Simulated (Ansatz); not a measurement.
## InSb wire along [111], 14 atoms a period, H-terminated: bands by functional

Aim: is the InSb wire along [111], 14 atoms a period, H-terminated a metal or a semiconductor?

Main program and level: Ansatz 0.2.0; DFT PBE, plane waves, PAW; relaxation of a wire's period; PAW set soft_1, in the first sound run; inputs show where later runs differ.

## (1) Set-up

The cell holds 32 atoms: 7 In, 7 Sb and 18 H. Cell: a = 14.395 Å, b = 15.541 Å, c = 11.483 Å, α = 90.0°, β = 90.0°, γ = 90.0°. Vacuum lies along a and b. The structure's axis is c.

## (2) Relaxing the period

Band widths follow the bond lengths, so the wire is relaxed first. The atoms and the third cell vector are free; the box across stays fixed as vacuum. A Fermi-Dirac smearing is set since the result may be a metal. The pressure printed is a third of the stress's trace over the whole box, vacuum included; only the stress along the axis is relaxed.

Input file input.yaml:

```yaml
crystal:
  lattice:
    - [14.395, 0.0, 0.0]
    - [0.0, 15.541, 0.0]
    - [0.0, 0.0, 11.4834968542]
  atoms:
    - { symbol: In, position: [0.499994644, 0.500925697, 0.0] }
    - { symbol: Sb, position: [0.499994644, 0.500925697, 0.25] }
    - { symbol: H, position: [0.236193123, 0.467836254, 0.281664983] }
    - { symbol: H, position: [0.337156229, 0.305858251, 0.281664983] }
    - { symbol: H, position: [0.399031537, 0.729082586, 0.281664983] }
    - { symbol: H, position: [0.60095775, 0.729082586, 0.281664983] }
    - { symbol: H, position: [0.662833058, 0.305858251, 0.281664983] }
    - { symbol: H, position: [0.763796164, 0.467836254, 0.281664983] }
    - { symbol: In, position: [0.337156229, 0.413843586, 0.333333333] }
    - { symbol: In, position: [0.499994644, 0.675089919, 0.333333333] }
    - { symbol: In, position: [0.662833058, 0.413843586, 0.333333333] }
    - { symbol: Sb, position: [0.337156229, 0.413843586, 0.583333333] }
    - { symbol: Sb, position: [0.499994644, 0.675089919, 0.583333333] }
    - { symbol: Sb, position: [0.662833058, 0.413843586, 0.583333333] }
    - { symbol: H, position: [0.236193123, 0.642000475, 0.614998317] }
    - { symbol: H, position: [0.499994644, 0.218776141, 0.614998317] }
    - { symbol: H, position: [0.763796164, 0.642000475, 0.614998317] }
    - { symbol: H, position: [0.237894748, 0.360760908, 0.634130868] }
    - { symbol: H, position: [0.499994644, 0.781255276, 0.634130868] }
    - { symbol: H, position: [0.762094539, 0.360760908, 0.634130868] }
    - { symbol: In, position: [0.337156229, 0.588007808, 0.666666667] }
    - { symbol: In, position: [0.499994644, 0.326761476, 0.666666667] }
    - { symbol: In, position: [0.662833058, 0.588007808, 0.666666667] }
    - { symbol: Sb, position: [0.337156229, 0.588007808, 0.916666667] }
    - { symbol: Sb, position: [0.499994644, 0.326761476, 0.916666667] }
    - { symbol: Sb, position: [0.662833058, 0.588007808, 0.916666667] }
    - { symbol: H, position: [0.237894748, 0.534925129, 0.967464202] }
    - { symbol: H, position: [0.337156229, 0.694173166, 0.967464202] }
    - { symbol: H, position: [0.400733163, 0.273678797, 0.967464202] }
    - { symbol: H, position: [0.599256124, 0.273678797, 0.967464202] }
    - { symbol: H, position: [0.662833058, 0.694173166, 0.967464202] }
    - { symbol: H, position: [0.762094539, 0.534925129, 0.967464202] }
kpoints:
  mp_grid: { grid: [1, 1, 7] }
scf:
  occupations: { method: fermi_dirac, width: 0.05 }
hamiltonian:
  xc: pbe
  pseudopotentials: { kind: paw, azcp: { folder: soft_1 } }
relax:
  cell: { fix: [a, b, alpha, beta, gamma] }
  max_steps: 45
  f_tol: 0.03
```

Launch:

```sh
$ ansatz run input.yaml --threads 4 --pin off --max-ram 16384MiB --backend cpu --events-out ev --progress --plain --runs-dir out
```

Numbers of over 12 decimals in the logs are rounded to 6 here.

What it wrote:

```text
Engine: ansatz 0.2.0, aarch64-unknown-linux-gnu
Pseudopotentials: kind: paw
Pseudopotential: In, paw, valence charge 13, recommended cutoff 420 eV (normal), soft_1/In.paw.azcp
Pseudopotential: Sb, paw, valence charge 15, recommended cutoff 420 eV (normal), soft_1/Sb.paw.azcp
Pseudopotential: H, paw, valence charge 1, recommended cutoff 420 eV (normal), soft_1/H.paw.azcp
Functional definition: PBE
  parameter kappa = 0.804
  parameter beta = 0.066725
  exchange = pbe_x(kappa = kappa, mu = beta*pi^2/3)
  correlation = pbe_c(beta = beta)
Crystal: 32 atoms, lattice volume = 2569.004 Å³
Basis set: ecut = 420 eV, 50193 PW (Γ), exchange–correlation on 200×216×160 points (8 copies of the dense FFT grid, shifted against one another)
Bands: 139, of which v1, the nominal top of the filled ones, is band 107 counted from 1 (106 counted from 0)
Symmetry: 2 space group operations
Space group: Pm (ITA 6), of the structure as read, at distance tolerance 1.4e-4 Å
k-points: 4 of 7 (time reversal used)
Non-local potential: In, projectors of the file, l = 0: 2, l = 1: 2, l = 2: 2, l = 3: 1
Non-local potential: Sb, projectors of the file, l = 0: 2, l = 1: 2, l = 2: 2, l = 3: 1
Non-local potential: H, projectors of the file, l = 0: 2, l = 1: 1
PAW form: soft (Blöchl's): semilocal exchange-correlation on the pseudo side does not see the compensation charge
PAW one-centre angular grid: In, 590 points (default); XC on 64 Gauss nodes
PAW one-centre angular grid: Sb, 590 points (default); XC on 64 Gauss nodes
PAW one-centre angular grid: H, 110 points (default); XC on 64 Gauss nodes
Initial density: superposition of atomic densities (neutral atoms: chi_scale 0, normalization atom)
Initial wavefunctions: pseudopotential atomic-orbital guess
Functional: x = pbe(κ = 0.804, μ = 0.219515), c = pbe(β = 0.066725)
SCF iter   1: F=—  HF=-84860.408736 eV  |F-HF|=—  |Δ(HF+E_count)|=         —  Δρ=2.50e-2  dr2=1.96e1  ethr=3.10e-3  ⟨swp⟩=7.2  Hψ=2543  notcnv=0  defer=33
preconditioner: auto → Resta (q_TF=auto, 1.803 Å⁻¹)  ε∞=1.5  [insulator: Δε(μ)=2.258 eV  Ē_g=12.648 eV  σ=0.050 eV  W_gap=1.00  n_scr=254 (ndim 8)  ℏωp=8.8 eV  f_vac=0.647  D(μ)=0.00/eV (n_scr^D=0)  ε∞_Penn≈1.5  vacuum switching on, ρ_ref=1.2e-2 e/Å³]
SCF iter   2: F=—  HF=-84854.992975 eV  |F-HF|=—  |Δ(HF+E_count)|=    5.42e0  Δρ=8.65e-3  dr2=2.82e0  ethr=3.10e-3  ⟨swp⟩=3.8  Hψ=996  notcnv=0  defer=92
SCF iter   3: F=—  HF=-84854.440931 eV  |F-HF|=—  |Δ(HF+E_count)|=   5.52e-1  Δρ=3.81e-3  dr2=6.28e-1  ethr=1.32e-3  ⟨swp⟩=4.0  Hψ=1140  notcnv=0  defer=92
SCF iter   4: F=—  HF=-84854.327390 eV  |F-HF|=—  |Δ(HF+E_count)|=   1.14e-1  Δρ=1.04e-3  dr2=3.91e-2  ethr=2.94e-4  ⟨swp⟩=4.0  Hψ=933  notcnv=0  defer=92
SCF iter   5: F=—  HF=-84854.327165 eV  |F-HF|=—  |Δ(HF+E_count)|=   2.24e-4  Δρ=3.39e-4  dr2=2.96e-3  ethr=1.83e-5  ⟨swp⟩=3.0  Hψ=1016  notcnv=0  defer=92
SCF iter   6: F=—  HF=-84854.327872 eV  |F-HF|=—  |Δ(HF+E_count)|=   7.07e-4  Δρ=1.22e-4  dr2=8.04e-4  ethr=1.38e-6  ⟨swp⟩=2.0  Hψ=772  notcnv=0  defer=92
SCF iter   7: F=—  HF=-84854.327915 eV  |F-HF|=—  |Δ(HF+E_count)|=   4.28e-5  Δρ=3.72e-5  dr2=3.97e-5  ethr=3.76e-7  ⟨swp⟩=2.0  Hψ=772  notcnv=0  defer=92
SCF iter   8: F=—  HF=-84854.327854 eV  |F-HF|=—  |Δ(HF+E_count)|=   6.04e-5  Δρ=1.02e-5  dr2=3.67e-6  ethr=1.85e-8  ⟨swp⟩=2.0  Hψ=744  notcnv=0  defer=92
SCF iter   9: F=—  HF=-84854.327858 eV  |F-HF|=—  |Δ(HF+E_count)|=   3.44e-6  Δρ=3.69e-6  dr2=6.95e-7  ethr=1.72e-9  ⟨swp⟩=2.0  Hψ=772  notcnv=0  defer=92
SCF iter  10: F=—  HF=-84854.327858 eV  |F-HF|=—  |Δ(HF+E_count)|=   4.09e-7  Δρ=1.45e-6  dr2=1.13e-7  ethr=3.25e-10  ⟨swp⟩=2.0  Hψ=658  notcnv=0  defer=92
SCF iter  11: F=-84854.327858 eV  HF=-84854.327858 eV  |F-HF|=3.81e-9  |Δ(HF+E_count)|=   4.02e-8  Δρ=4.30e-7  dr2=6.16e-9  ethr=4.67e-11  ⟨swp⟩=4.2  Hψ=1717  notcnv=0
SCF 1 converged in 11 iterations: F = -84854.327858 eV  dr2 = 6.16e-9
  greatest PAW one-centre occupation: 0.995 electrons in one spin orbital (limit 2), on the Sb atom at site 25 (counted from 0), in its partial waves of l = 2
relax step   1: F+E_penalty+E_count = -84854.32785837 eV  Δ(F+E_penalty+E_count) = +0.000e0 eV  max|allowed force component| = 1.246e0 eV/Å  Δτ_max = 0.0000 Å  P = -0.313 GPa  Ω = 2569.004 Å³  fix = [a, b, alpha, beta, gamma]  reactions: a -0.456, b -0.459 GPa; alpha -0.001 GPa/rad  (11 SCF iters, dr2 threshold 1.00e-7 eV, accepted)
Crystal: 32 atoms, lattice volume = 2569.340 Å³
Basis set: ecut = 420 eV, 50201 PW (Γ), exchange–correlation on 200×216×160 points (8 copies of the dense FFT grid, shifted against one another)
Initial density: handed on by an earlier stage of this run
Initial wavefunctions: those handed on with the density
iter 1 solved again at ethr=1.48e-4 eV; its pass at ethr=3.10e-3 eV (dr2=3.16e-1 eV) is discarded
SCF iter   1: F=—  HF=-84855.413729 eV  |F-HF|=—  |Δ(HF+E_count)|=         —  Δρ=3.34e-3  dr2=3.16e-1  ethr=1.48e-4  ⟨swp⟩=5.5  Hψ=2619  notcnv=0
preconditioner: auto → Resta (q_TF=auto, 1.803 Å⁻¹)  ε∞=1.5  [insulator: Δε(μ)=2.180 eV  Ē_g=12.636 eV  σ=0.050 eV  W_gap=1.00  n_scr=254 (ndim 8)  ℏωp=8.8 eV  f_vac=0.690  D(μ)=0.00/eV (n_scr^D=0)  ε∞_Penn≈1.5  vacuum switching on, ρ_ref=1.2e-2 e/Å³]
SCF iter   2: F=—  HF=-84855.328629 eV  |F-HF|=—  |Δ(HF+E_count)|=   8.51e-2  Δρ=1.67e-3  dr2=4.64e-2  ethr=1.48e-4  ⟨swp⟩=5.8  Hψ=1012  notcnv=0
SCF iter   3: F=—  HF=-84855.325572 eV  |F-HF|=—  |Δ(HF+E_count)|=   3.06e-3  Δρ=5.72e-4  dr2=1.33e-2  ethr=2.17e-5  ⟨swp⟩=3.0  Hψ=1097  notcnv=0  defer=37
SCF iter   4: F=—  HF=-84855.323597 eV  |F-HF|=—  |Δ(HF+E_count)|=   1.98e-3  Δρ=1.79e-4  dr2=1.25e-3  ethr=6.22e-6  ⟨swp⟩=3.0  Hψ=987  notcnv=0  defer=37
SCF iter   5: F=—  HF=-84855.323459 eV  |F-HF|=—  |Δ(HF+E_count)|=   1.38e-4  Δρ=4.39e-5  dr2=6.18e-5  ethr=5.84e-7  ⟨swp⟩=2.0  Hψ=790  notcnv=0  defer=22
SCF iter   6: F=—  HF=-84855.323478 eV  |F-HF|=—  |Δ(HF+E_count)|=   1.87e-5  Δρ=1.61e-5  dr2=1.19e-5  ethr=2.89e-8  ⟨swp⟩=2.8  Hψ=937  notcnv=0  defer=14
SCF iter   7: F=-84855.323480 eV  HF=-84855.323480 eV  |F-HF|=6.14e-8  |Δ(HF+E_count)|=   1.74e-6  Δρ=5.49e-6  dr2=1.04e-6  ethr=1.50e-9  ⟨swp⟩=5.0  Hψ=1803  notcnv=0
SCF 2 converged in 7 iterations: F = -84855.323480 eV  dr2 = 1.04e-6
  greatest PAW one-centre occupation: 0.995 electrons in one spin orbital (limit 2), on the Sb atom at site 24 (counted from 0), in its partial waves of l = 2
[...]
Initial wavefunctions: pseudopotential atomic-orbital guess (no wavefunctions were taken with the density)
iter 1 solved again at ethr=4.04e-7 eV; its pass at ethr=3.10e-3 eV (dr2=8.64e-4 eV) is discarded
SCF iter   1: F=—  HF=-84855.793353 eV  |F-HF|=—  |Δ(HF+E_count)|=         —  Δρ=4.67e-5  dr2=1.64e-6  ethr=4.04e-7  ⟨swp⟩=6.0  Hψ=4478  notcnv=0
preconditioner: auto → Resta (q_TF=auto, 1.800 Å⁻¹)  ε∞=1.5  [insulator: Δε(μ)=2.418 eV  Ē_g=12.740 eV  σ=0.050 eV  W_gap=1.00  n_scr=254 (ndim 8)  ℏωp=8.7 eV  f_vac=0.695  D(μ)=0.00/eV (n_scr^D=0)  ε∞_Penn≈1.5  vacuum switching on, ρ_ref=1.2e-2 e/Å³]
SCF iter   2: F=—  HF=-84855.798619 eV  |F-HF|=—  |Δ(HF+E_count)|=   5.27e-3  Δρ=2.34e-5  dr2=4.28e-7  ethr=7.66e-10  ⟨swp⟩=3.0  Hψ=1161  notcnv=0
SCF iter   3: F=—  HF=-84855.801361 eV  |F-HF|=—  |Δ(HF+E_count)|=   2.74e-3  Δρ=2.87e-6  dr2=1.37e-7  ethr=2.00e-10  ⟨swp⟩=3.0  Hψ=1201  notcnv=0
SCF iter   4: F=—  HF=-84855.801428 eV  |F-HF|=—  |Δ(HF+E_count)|=   6.65e-5  Δρ=1.04e-6  dr2=1.65e-8  ethr=6.41e-11  ⟨swp⟩=2.2  Hψ=978  notcnv=0
SCF iter   5: F=—  HF=-84855.801444 eV  |F-HF|=—  |Δ(HF+E_count)|=   1.67e-5  Δρ=3.67e-7  dr2=4.19e-9  ethr=7.71e-12  ⟨swp⟩=4.0  Hψ=1153  notcnv=0
SCF iter   6: F=—  HF=-84855.801447 eV  |F-HF|=—  |Δ(HF+E_count)|=   2.97e-6  Δρ=8.39e-8  dr2=5.19e-10  ethr=1.96e-12  ⟨swp⟩=3.5  Hψ=1062  notcnv=0
SCF iter   7: F=-84855.801447 eV  HF=-84855.801447 eV  |F-HF|=1.71e-8  |Δ(HF+E_count)|=   1.26e-8  Δρ=4.00e-8  dr2=1.12e-10  ethr=1.00e-12  ⟨swp⟩=5.0  Hψ=1796  notcnv=0
SCF 7 converged in 7 iterations: F = -84855.801447 eV  dr2 = 1.12e-10
relax step   7: F+E_penalty+E_count = -84855.80144726 eV  Δ(F+E_penalty+E_count) = -2.384e-3 eV  max|allowed force component| = 2.169e-2 eV/Å  Δτ_max = 0.0000 Å  P = -0.011 GPa  Ω = 2595.558 Å³  fix = [a, b, alpha, beta, gamma]  reactions: a -0.003, b -0.007 GPa; alpha -0.000 GPa/rad  stress off target by 2.23e-2 GPa on what of the cell is left free  SCF on the basis re-selected at this cell (its energy is not comparable with the rows above)  (7 SCF iters)
basis re-selected at this cell: Δ(F+E_penalty+E_count) = -2.384e-3 eV, ΔP = +0.001 GPa vs the last step (what re-selecting the basis moved, of the pressure what is left beyond the Pulay correction that the steps carried, after the strain that the cell walked since its last selection, with what the two solves' SCF thresholds leave and, on support functions, any second-order correction that the steps lacked; it is no m [...]
SCF converged after 7 iterations
Free energy (F): -84855.801447 eV
Harris-Foulkes:  -84855.801447 eV  (|F-HF|=1.71e-8)
Internal energy: -84855.801447 eV  (E = F + TS)
E sigma→0 (E₀):  -84855.801447 eV
Fermi energy:    -2.112214 eV
--- Per-component energies (eV) ---
  E_band       = -3832.267584
  E_kinetic    = 2894.278479
  E_local      = -72451.889704  (includes V_loc(G=0)·N_el)
  E_nonlocal   = 5036.494833
  E_hartree    = 33309.572419
  E_xc         = -1831.849859
  E_vxc        = -1440.516330  (∫ρ·V_xc dr)
  E_paw        = -61302.332984  (= ΣΔE_a)
  E_vpaw       = -4489.766204  (= ΣTr[D̂ρ^β])
  E_aug_tail   = -0.013671  (compensation charges beyond the density's cutoff)
  E_ewald      = 9489.939041
  E_smearing   = -0.000000  (= −TS)
  E_closure    = 0.000000  (closes the sum)
  Σ components = -84855.801447   (vs F -84855.801447, Δ=0.00e0)
--- Forces (eV/Å), atoms counted from 1 ---
  atom   1  In     0.00000000    -0.00000669     0.02169059
  atom   2  Sb     0.00000000    -0.00035531    -0.00848277
  atom   3  H     -0.00057316    -0.00230219    -0.00113174
  atom   4  H     -0.00197464     0.00044714    -0.00095855
  atom   5  H      0.00176953     0.00149608    -0.00103433
  atom   6  H     -0.00176953     0.00149608    -0.00103433
  atom   7  H      0.00197464     0.00044714    -0.00095855
  atom   8  H      0.00057316    -0.00230219    -0.00113174
  atom   9  In     0.00747357     0.00442834     0.00373344
  atom  10  In     0.00000000    -0.00813684     0.00387757
  atom  11  In    -0.00747357     0.00442834     0.00373344
  atom  12  Sb    -0.00387465    -0.00225655    -0.00454614
  atom  13  Sb     0.00000000     0.00459262    -0.00441081
  atom  14  Sb     0.00387465    -0.00225655    -0.00454614
  atom  15  H      0.01796611    -0.01035887     0.00874090
  atom  16  H      0.00000000     0.02047158     0.00877978
  atom  17  H     -0.01796611    -0.01035887     0.00874090
  atom  18  H      0.00141422     0.00081414     0.00099617
  atom  19  H      0.00000000    -0.00176189     0.00079466
  atom  20  H     -0.00141422     0.00081414     0.00099617
  atom  21  In    -0.01753894     0.01018712    -0.00638590
  atom  22  In     0.00000000    -0.01991719    -0.00644728
  atom  23  In     0.01753894     0.01018712    -0.00638590
  atom  24  Sb     0.00581334    -0.00328840     0.00188468
  atom  25  Sb     0.00000000     0.00668832     0.00186942
  atom  26  Sb    -0.00581334    -0.00328840     0.00188468
  atom  27  H      0.00181826     0.00666958    -0.00339929
  atom  28  H     -0.00493664    -0.00491429    -0.00338305
  atom  29  H      0.00671378    -0.00170938    -0.00335231
  atom  30  H     -0.00671378    -0.00170938    -0.00335231
  atom  31  H      0.00493664    -0.00491429    -0.00338305
  atom  32  H     -0.00181826     0.00666958    -0.00339929
  max |Σ_I F_I| component: 1.10e-6 eV/Å
--- Stress (GPa, compression-positive) ---
       -0.003345       0.000000       0.000000
        0.000000      -0.006530       0.000157
        0.000000       0.000157      -0.022329
  P = ⅓ Tr σ = -0.0107 GPa (-0.107 kbar)
--- Relaxed structure (6 steps of the walk, 6 accepted, 1 SCFs on fresh bases) ---
  F+E_penalty+E_count = -84855.80144726 eV   max|allowed force component| = 2.169e-2 eV/Å   (the final SCF, on the basis selected at the relaxed cell)
  cell:  # Å, volume = 2595.5578 Å³
    - [14.395, 0.0, 0.0]
    - [0.0, 15.541, 0]
    - [0.0, 0, 11.602193]
  atoms:
    - { symbol: In, position: [0.5, 0.500971, 0.039919] }
    - { symbol: Sb, position: [0.5, 0.500916, 0.280098] }
    - { symbol: H, position: [0.234958, 0.474721, 0.285424] }
    - { symbol: H, position: [0.343115, 0.301289, 0.285554] }
    - { symbol: H, position: [0.391852, 0.726536, 0.285377] }
    - { symbol: H, position: [0.608148, 0.726536, 0.285377] }
    - { symbol: H, position: [0.656885, 0.301289, 0.285554] }
    - { symbol: H, position: [0.765042, 0.474721, 0.285424] }
    - { symbol: In, position: [0.328082, 0.408922, 0.320725] }
    - { symbol: In, position: [0.5, 0.684867, 0.320666] }
    - { symbol: In, position: [0.671918, 0.408922, 0.320725] }
    - { symbol: Sb, position: [0.345322, 0.418230, 0.573017] }
    - { symbol: Sb, position: [0.5, 0.666455, 0.572961] }
    - { symbol: Sb, position: [0.654678, 0.418230, 0.573017] }
    - { symbol: H, position: [0.230237, 0.645141, 0.630553] }
    - { symbol: H, position: [0.5, 0.212437, 0.630533] }
    - { symbol: H, position: [0.769763, 0.645141, 0.630553] }
    - { symbol: H, position: [0.252037, 0.368353, 0.636494] }
    - { symbol: H, position: [0.5, 0.766206, 0.636455] }
    - { symbol: H, position: [0.747963, 0.368353, 0.636494] }
    - { symbol: In, position: [0.333454, 0.590069, 0.655791] }
    - { symbol: In, position: [0.5, 0.322788, 0.655842] }
    - { symbol: In, position: [0.666546, 0.590069, 0.655791] }
    - { symbol: Sb, position: [0.351615, 0.580318, 0.907731] }
    - { symbol: Sb, position: [0.5, 0.342228, 0.907753] }
    - { symbol: Sb, position: [0.648385, 0.580318, 0.907731] }
    - { symbol: H, position: [0.250658, 0.540297, 0.964410] }
    - { symbol: H, position: [0.338518, 0.681287, 0.964468] }
    - { symbol: H, position: [0.412128, 0.281216, 0.964425] }
    - { symbol: H, position: [0.587872, 0.281216, 0.964425] }
    - { symbol: H, position: [0.661482, 0.681287, 0.964468] }
    - { symbol: H, position: [0.749342, 0.540297, 0.964410] }
```

The job ended after 4.6 min (4 threads of Arm Neoverse V2, shared host; peak memory 5.6 GiB; 16 min of CPU time).

Step by step:

```
step  energy less that of the first step (eV)  largest force component (eV/Å)  pressure (GPa)  volume (Å³)
   1                                   0.0000                          1.2457           -0.31      2569.00
   2                                  -0.9956                          0.4169           -0.08      2569.34
   3                                  -1.3615                          0.3282            0.03      2564.78
   4                                  -1.4467                          0.1219            0.01      2589.84
   5                                  -1.4671                          0.0517            0.00      2594.35
   6                                  -1.4712                          0.0217           -0.01      2595.56
  7*                                  -1.4736                          0.0217           -0.01      2595.56
```

Relaxation steps marked * repeat the geometry before them on a plane-wave basis chosen anew for their cell, so energy and pressure can jump there.

Forces are held to the 2 operations that the run works with; a distortion that breaks them can't arise in this run.

```
cell as run  before   after  change
      c (Å)  11.483  11.602  +1.0 %
```

The atoms that moved most (Å, along periodic axes as changes of fractional coordinates times the final cell, across vacuum about the mean position):

```
atom      dx      dy      dz  length
 In1   0.000   0.001   0.463   0.463
 Sb2   0.000   0.000   0.349   0.349
Sb25   0.000   0.240  -0.103   0.262
Sb24   0.208  -0.120  -0.104   0.261
Sb26  -0.208  -0.120  -0.104   0.261
 H18   0.204   0.118   0.027   0.237
 H20  -0.204   0.118   0.027   0.237
 H19   0.000  -0.234   0.027   0.235
```

This step gave:

| Quantity | Value |
| --- | --- |
| cell length along the wire | 11.60 Å |

The cell's length comes to 11.602 Å with spin left out.

(Continued in part 2 of 2.)

[Logs are printed without paths, hosts, clocks, repeated set-up lines and the standing remarks that a program may print on its own settings, such as how far it seeks lower states.]

[Hosts, paths, dates, database ids (printed as entryN), source tags and the programs' standing remarks are cut or masked in the printed files.]
